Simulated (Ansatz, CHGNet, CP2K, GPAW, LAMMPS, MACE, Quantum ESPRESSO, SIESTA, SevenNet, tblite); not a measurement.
## Ga2O3 with crystalline order left by the classical run (95 atoms) in tblite

How near does tblite come to plane waves for Ga2O3 with crystalline order left by the classical run (95 atoms)?

Method: the method is named at each step, in tblite 0.8.0.

## 1. The starting structure

The cell holds 95 atoms: 38 Ga and 57 O. Cell: a = 9.848 Å, b = 9.848 Å, c = 9.848 Å, α = 90.0°, β = 90.0°, γ = 90.0°. 95 atoms (38 Fe, 57 O) placed at random at 5.32 g/cm³, melted at 5000 K for 10 ps at fixed volume with the Morse and Coulomb pair potential with partial charges (Pedone, Malavasi, Menziani, Cormack and Segre, J. Phys. Chem. B 110, 11780 (2006)). Quenched from 5000 K to 300 K at 50 K/ps and fixed volume, held 5 ps, then minimised at fixed cell. Then Fe was replaced by Ga and the cell scaled by 1.003 (the potential has no terms for the new elements, so the cell is a start for a DFT relaxation).

The yardstick, on the same geometry:

- method: Kohn-Sham DFT, PBE, SSSP efficiency 1.3.0 pseudopotentials, plane waves (Quantum ESPRESSO 7.5); sssp-pbe-1.3.0-efficiency, cutoffs 60/480 Ry, Γ point
- r.m.s. force component: 0.3345 eV/Å
- longest force: 1.197 eV/Å
- pressure: -3.035 GPa
- gap (highest filled to lowest empty level): 0.9119 eV
- time: 9.1 min on 4 MPI ranks of Arm Neoverse V1, shared host
- CPU time: 36 min

## 2. GFN1-xTB

Method: GFN1-xTB tight binding, diagonalisation.

File run.py:

```python
import numpy as np
from ase.io import read
from tblite.ase import TBLite

atoms = read("structure.xyz")
atoms.calc = TBLite(method="GFN1-xTB", electronic_temperature=580, accuracy=1.0, max_iterations=250, mixer_damping=0.4, verbosity=1)
energy = atoms.get_potential_energy()
forces = atoms.get_forces()
print(f"energy {energy:.6f} eV")
print("forces (eV/A)")
for i, (a, f) in enumerate(zip(atoms, forces)):
    print(f"{i:4d} {a.symbol:2s} {f[0]:10.5f} {f[1]:10.5f} {f[2]:10.5f}")
stress = -atoms.get_stress(voigt=False) * 160.21766
print("stress (GPa, compression positive)")
for row in stress:
    print(" ".join(f"{x:10.4f}" for x in row))
print("charges (e)")
print(np.array2string(atoms.get_charges(), precision=4, suppress_small=True, max_line_width=110, threshold=100000))
```

File structure.xyz:

```xyz
95
Lattice="9.84786 0.00000 0.00000 0.00000 9.84786 0.00000 0.00000 0.00000 9.84786" Properties=species:S:1:pos:R:3 pbc="T T T"
Ga 6.75435 2.88168 1.19110
Ga 2.24492 2.99001 7.29667
Ga 5.73106 7.10976 7.54277
Ga 9.34739 0.60879 6.56448
Ga 4.50264 1.04742 9.19672
Ga 7.48043 5.53735 9.44528
Ga 7.07037 5.99232 5.08100
Ga 0.86316 8.52795 4.66217
Ga 4.53976 1.24782 4.47467
Ga 2.50766 6.09514 2.02472
Ga 2.54538 2.37806 1.39200
Ga 0.98291 8.41894 9.75381
Ga 2.57167 9.27727 7.09075
Ga 1.21365 1.42282 4.28894
Ga 4.39825 7.92743 0.14220
Ga 2.28835 6.32528 7.97706
Ga 6.13266 6.65902 2.11827
Ga 0.86740 1.34985 9.05058
Ga 2.56497 9.31519 2.31700
Ga 1.70752 3.92063 3.64617
Ga 7.24990 9.00961 4.46266
Ga 0.41026 4.76774 9.81645
Ga 9.31312 4.03093 6.50303
Ga 7.55085 2.44207 4.47733
Ga 4.35689 7.87208 4.76843
Ga 3.91659 5.09715 5.70930
Ga 5.11025 4.06923 3.27865
Ga 0.72451 5.96869 5.20971
Ga 8.86130 4.40318 2.62800
Ga 9.25108 7.50673 7.33232
Ga 8.89055 7.81526 2.29071
Ga 7.49885 9.23207 9.46340
Ga 7.99971 2.53661 8.51761
Ga 5.94880 0.12950 6.82378
Ga 5.88114 0.15865 1.99646
Ga 5.73195 3.49776 7.03649
Ga 9.30879 1.01433 1.91925
Ga 4.46561 4.50224 9.67030
O 4.22582 6.92354 1.82658
O 5.30790 8.98115 8.40860
O 2.79492 5.54306 9.75352
O 7.27974 7.23414 3.60707
O 6.40160 3.69620 9.00104
O 7.19041 4.41056 3.91777
O 7.78877 9.68360 2.75720
O 7.63327 7.43149 8.34606
O 9.22380 1.61968 4.92974
O 3.01847 1.14925 3.28466
O 0.37668 9.38225 8.12370
O 8.82723 4.53523 8.30844
O 0.46433 6.65932 8.92610
O 0.56517 9.70516 3.16057
O 4.85913 3.33192 5.10868
O 9.10691 8.83885 0.67182
O 8.76391 6.03979 6.07190
O 8.99060 1.54986 0.00335
[... 35 atom lines left out ...]
O 3.83426 4.16200 7.54208
O 6.44917 1.11035 0.35068
O 1.72505 7.76169 1.47639
O 0.09227 7.04496 3.73933
```

On the command line:

```console
$ OMP_NUM_THREADS=1 python run.py > output.txt
```

Log:

```text
------------------------------------------------------------
  cycle        total energy    energy error   density error
------------------------------------------------------------
      1     -251.8220814656  -2.5157677E+02   1.0159631E+00
      2     -119.7352473253   1.3208683E+02   1.5249370E+00
      3     -310.7415137990  -1.9100627E+02   4.0609027E-01
      4     -316.1821429630  -5.4406292E+00   1.6784849E-01
      5     -318.0090723860  -1.8269294E+00   8.3003985E-02
      6     -318.6271422683  -6.1806988E-01   5.3454906E-02
      7     -318.5922973185   3.4844950E-02   4.4639810E-02
      8     -318.7075852920  -1.1528797E-01   2.4213719E-02
      9     -318.7520014671  -4.4416175E-02   1.0508218E-02
     10     -318.7571198728  -5.1184057E-03   5.6202571E-03
     11     -318.7576969310  -5.7705819E-04   3.0472241E-03
     12     -318.7583299838  -6.3305280E-04   1.3091854E-03
     13     -318.7584512114  -1.2122756E-04   7.6735216E-04
     14     -318.7584838052  -3.2593837E-05   4.2702177E-04
     15     -318.7584754446   8.3605839E-06   4.2194513E-04
     16     -318.7584894432  -1.3998605E-05   1.7974915E-04
     17     -318.7584921448  -2.7015394E-06   7.5915714E-05
     18     -318.7584926497  -5.0489996E-07   2.9875067E-05
     19     -318.7584926801  -3.0444994E-08   1.8406833E-05
------------------------------------------------------------
 total:                                   9.069 sec
energy -8673.860393 eV
forces (eV/A)
   0 Ga    0.06323   -0.10726    0.18814
   1 Ga   -0.18290    0.54344   -0.93016
   2 Ga   -0.10403   -0.18163   -0.32920
   3 Ga    0.19818   -0.18023   -0.08340
   4 Ga    0.04147    0.25690   -0.14821
   5 Ga    0.30559    0.09552   -0.01615
   6 Ga   -0.20543   -0.49214    0.00664
   7 Ga    0.00258    0.03340    0.03541
   8 Ga    0.19129   -0.10413   -0.57374
   9 Ga    0.10707   -0.15944   -1.02464
  10 Ga   -0.53885    0.19930   -0.05430
  11 Ga   -0.16939   -0.15513   -0.55094
  12 Ga   -0.06336    0.91882   -0.02601
  13 Ga    0.11726    0.21796    0.23286
  14 Ga    0.61560    0.44893   -0.11213
  15 Ga   -0.36527   -0.06631    0.05835
  16 Ga    0.23820    0.21153   -0.27407
  17 Ga    0.16847    0.12309    0.06858
  18 Ga   -0.37507    0.27752    0.13055
  19 Ga    0.21438   -0.06122    0.65975
  20 Ga   -0.07105    0.02698    0.12834
  21 Ga    0.19209   -0.41752   -0.09645
  22 Ga   -0.05681    0.30121    0.39516
  23 Ga    0.57154   -0.20731    0.55038
[...]
87 O    -0.03809   -0.07370   -0.10482
  88 O    -0.07325    0.40964   -0.13522
  89 O    -0.11121    0.07588   -0.13356
  90 O     0.07186   -0.08622    0.06726
  91 O     0.02421   -0.85034    0.03277
  92 O    -0.30012   -0.01934    0.24613
  93 O     0.06955   -0.01219    0.33912
  94 O     0.08271    0.59788   -0.68150
stress (GPa, compression positive)
    6.4174    -1.3329    -3.1255
   -1.3329     4.9151     2.9307
   -3.1255     2.9307     2.3402
charges (e)
[ 0.5198  0.4965  0.5068  0.5273  0.5041  0.5018  0.5077  0.5364  0.5039  0.501   0.5099  0.513   0.5091
  0.5344  0.5089  0.5033  0.514   0.5262  0.5199  0.53    0.5243  0.4992  0.5242  0.5134  0.5148  0.5183
  0.5035  0.5346  0.5096  0.5076  0.5127  0.5071  0.5232  0.5136  0.5248  0.5052  0.5261  0.4879 -0.3195
 -0.3706 -0.3554 -0.3146 -0.3263 -0.3363 -0.3568 -0.3159 -0.3799 -0.3269 -0.3823 -0.3303 -0.3364 -0.3587
 -0.3358 -0.309  -0.337  -0.3412 -0.3468 -0.3103 -0.3811 -0.3373 -0.3446 -0.3542 -0.3361 -0.3859 -0.32
 -0.3225 -0.3389 -0.3705 -0.3146 -0.353  -0.3659 -0.3267 -0.3445 -0.326  -0.3634 -0.3547 -0.3511 -0.3457
 -0.3634 -0.3281 -0.3532 -0.325  -0.3835 -0.338  -0.3292 -0.3609 -0.3434 -0.311  -0.3158 -0.3617 -0.3391
 -0.3248 -0.3326 -0.332  -0.3556]
```

Elapsed: 9.7 s, on 1 thread of Arm Neoverse V1, shared host; peak memory 0.13 GiB.

Banners, paths, timers and routine set-up lines are dropped from the logs unmarked, and long logs keep their key lines alone; longer cuts are marked.

Compared with the plane-wave run:

```yaml
r_m_s_force_component: 0.2885 eV/Å
r_m_s_difference_of_force_components: 219.6 meV/Å
longest_difference_of_force_vectors: 793.6 meV/Å
force_difference_over_r_m_s_force: 65.65 %
slope_of_forces_against_the_reference_s: 0.6566
correlation_of_force_components: 0.7611
pressure: 4.558 GPa
pressure_difference: 7.593 GPa
```

Length of the force difference by element (eV/Å):

```csv
element,atoms,mean,most
Ga,38,0.26,0.53
O,57,0.40,0.79
```

A closer look about Ga10, which has 5 bonded neighbours where the commonest count for Ga is 6: 9 atoms, nearest first, numbered in the order of the input, with positions taken from that point.

```csv
atom,x,y,z,distance (Å),bonds,Mulliken charge (e),Fx,Fy,Fz (eV/Å)
Ga10,0.00,0.00,0.00,0.00,5,0.50,0.11,-0.16,-1.02
O39,1.72,0.83,-0.20,1.92,3,-0.32,-0.04,-0.08,-0.13
O94,-0.78,1.67,-0.55,1.92,3,-0.33,0.07,-0.01,0.34
O82,-1.68,-1.04,-0.07,1.98,4,-0.33,-0.18,0.55,-0.63
O41,0.29,-0.55,-2.12,2.21,3,-0.36,0.60,-0.48,-0.07
O91,0.77,-2.07,0.48,2.26,4,-0.34,0.07,-0.09,0.07
O60,-0.09,-0.61,2.46,2.53,3,-0.34,-0.19,0.24,0.23
Ga20,-0.80,-2.17,1.62,2.83,6,0.53,0.21,-0.06,0.66
O70,0.17,2.13,1.98,2.92,3,-0.35,0.37,-0.20,-0.38
```

Atoms are counted from 1 here, from 0 in the log.

Forces lie 66 % from the reference's, at 0.0044 times its CPU time (on 1 against 4 cores).

## 3. Summary of results

```json
{
  "force difference from the reference": "tblite GFN1-xTB, 66 %",
  "its CPU time": "9.7 s"
}
```

**Reading.** Tight binding differs by 66 % (tblite GFN1-xTB); it is another model, with fitted parameters of its own, and the xTB methods hold dispersion. One electronic-structure run takes under half the reference's CPU time: tblite GFN1-xTB, at 66 % in 9.7 s against 36 min, too far off to be of use; its pressure misses by +7.6 GPa. Periodic xTB results under one method name differ between programs and library versions. The reference's pressure holds the uncorrected Pulay stress of its 60 Ry basis, so small pressure differences, and their order, may be the reference's own error. The quench rate of 50 K/ps is many orders above laboratory rates, so the cell is likely richer in defects and strain than a real sample. The network of bonds at the start is that of the classical potential that made the cell, and needn't be the one that DFT or experiment would give. The reference's pressure of -3.0 GPa belongs to a cell and atoms that aren't relaxed at this level. The electronic-structure runs sample only Γ, in a cell whose shortest periodic width is 10 Å.

[Also dropped from logs without a mark: logging warnings of Python, and SIESTA's first energy breakdown and zero terms.]

[Logs are printed without paths, hosts, clocks, repeated set-up lines and the standing remarks that a program may print on its own settings, such as how far it seeks lower states.]

[Hosts, paths, dates, database ids (printed as entryN), source tags and the programs' standing remarks are cut or masked in the printed files.]
